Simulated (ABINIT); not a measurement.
An input for ABINIT 10.8.3 (CsCaH3 (Pm-3m)):

```
acell 3*1.0 Angstrom
rprim 
  4.621186000000 0.000000000000 0.000000000000
  0.000000000000 4.621186000000 0.000000000000
  0.000000000000 0.000000000000 4.621186000000
ntypat 3
znucl 55 20 1
natom 5
typat 1 2 3 3 3
xred 
  0.000000000000 0.000000000000 0.000000000000
  0.500000000000 0.500000000000 0.500000000000
  0.500000000000 0.000000000000 0.500000000000
  0.000000000000 0.500000000000 0.500000000000
  0.500000000000 0.500000000000 0.000000000000
pp_dirpath "pseudos"
pseudos "Cs.upf, Ca.upf, H.upf"
ecut 31
iscf -2
irdden 1
kptopt 0
nkpt 50
kpt 
  0.00000000 0.00000000 0.00000000
  0.00000000 0.06250000 0.00000000
  0.00000000 0.12500000 0.00000000
  0.00000000 0.18750000 0.00000000
  0.00000000 0.25000000 0.00000000
  0.00000000 0.31250000 0.00000000
  0.00000000 0.37500000 0.00000000
  0.00000000 0.43750000 0.00000000
  0.00000000 0.50000000 0.00000000
  0.06250000 0.50000000 0.00000000
  0.12500000 0.50000000 0.00000000
  0.18750000 0.50000000 0.00000000
  0.25000000 0.50000000 0.00000000
  0.31250000 0.50000000 0.00000000
  0.37500000 0.50000000 0.00000000
  0.43750000 0.50000000 0.00000000
  0.50000000 0.50000000 0.00000000
  0.43750000 0.43750000 0.00000000
  0.37500000 0.37500000 0.00000000
  0.31250000 0.31250000 0.00000000
  0.25000000 0.25000000 0.00000000
  0.18750000 0.18750000 0.00000000
  0.12500000 0.12500000 0.00000000
  0.06250000 0.06250000 0.00000000
  0.00000000 0.00000000 0.00000000
  0.06250000 0.06250000 0.06250000
  0.12500000 0.12500000 0.12500000
  0.18750000 0.18750000 0.18750000
  0.25000000 0.25000000 0.25000000
  0.31250000 0.31250000 0.31250000
  0.37500000 0.37500000 0.37500000
  0.43750000 0.43750000 0.43750000
  0.50000000 0.50000000 0.50000000
  0.43750000 0.50000000 0.43750000
  0.37500000 0.50000000 0.37500000
  0.31250000 0.50000000 0.31250000
  0.25000000 0.50000000 0.25000000
  0.18750000 0.50000000 0.18750000
  0.12500000 0.50000000 0.12500000
  0.06250000 0.50000000 0.06250000
  0.00000000 0.50000000 0.00000000
  0.50000000 0.50000000 0.50000000
  0.50000000 0.50000000 0.43750000
  0.50000000 0.50000000 0.37500000
  0.50000000 0.50000000 0.31250000
  0.50000000 0.50000000 0.25000000
  0.50000000 0.50000000 0.18750000
  0.50000000 0.50000000 0.12500000
  0.50000000 0.50000000 0.06250000
  0.50000000 0.50000000 0.00000000
istwfk *1
nband 18
nbdbuf 2
tolwfr 1e-08
nstep 40
prtwf 0
prtvol 0
indata_prefix "in"
outdata_prefix "out"
tmpdata_prefix "tmp"
```

```sh
OMP_NUM_THREADS=1 mpirun -n 4 abinit run.abi > log
```

**Question.** Estimate wall time and host memory on 4 MPI ranks of Arm Neoverse V2, shared host.

It took 33 s; on shared hardware allow 16 s to 65 s. Peak host memory was 0.34 GiB.

[Paths, hosts, dates, memory and timing lines, banners, echoed tables and standing remarks are left out of the program output.]

[Logs are printed without paths, hosts, clocks, repeated set-up lines and the standing remarks that a program may print on its own settings, such as how far it seeks lower states.]

[Runs of the session that timed out or met a known fault of the program may be left out.]

[No measured gap is set beside runs whose start may be inverted or whose files or cutoffs have a known fault.]

[Hosts, paths, dates, database ids (printed as entryN), source tags and the programs' standing remarks are cut or masked in the printed files.]

[G0W0 gaps are taken among the corrected bands and points alone; a level outside them can change the order at an edge.]

[Where Ansatz stands beside ABINIT at settings called matched, ABINIT's density can come from a denser mesh and the files from another edition; pairs whose starting gaps differed by over 0.03 eV were left out, so agreement reads better than it is.]
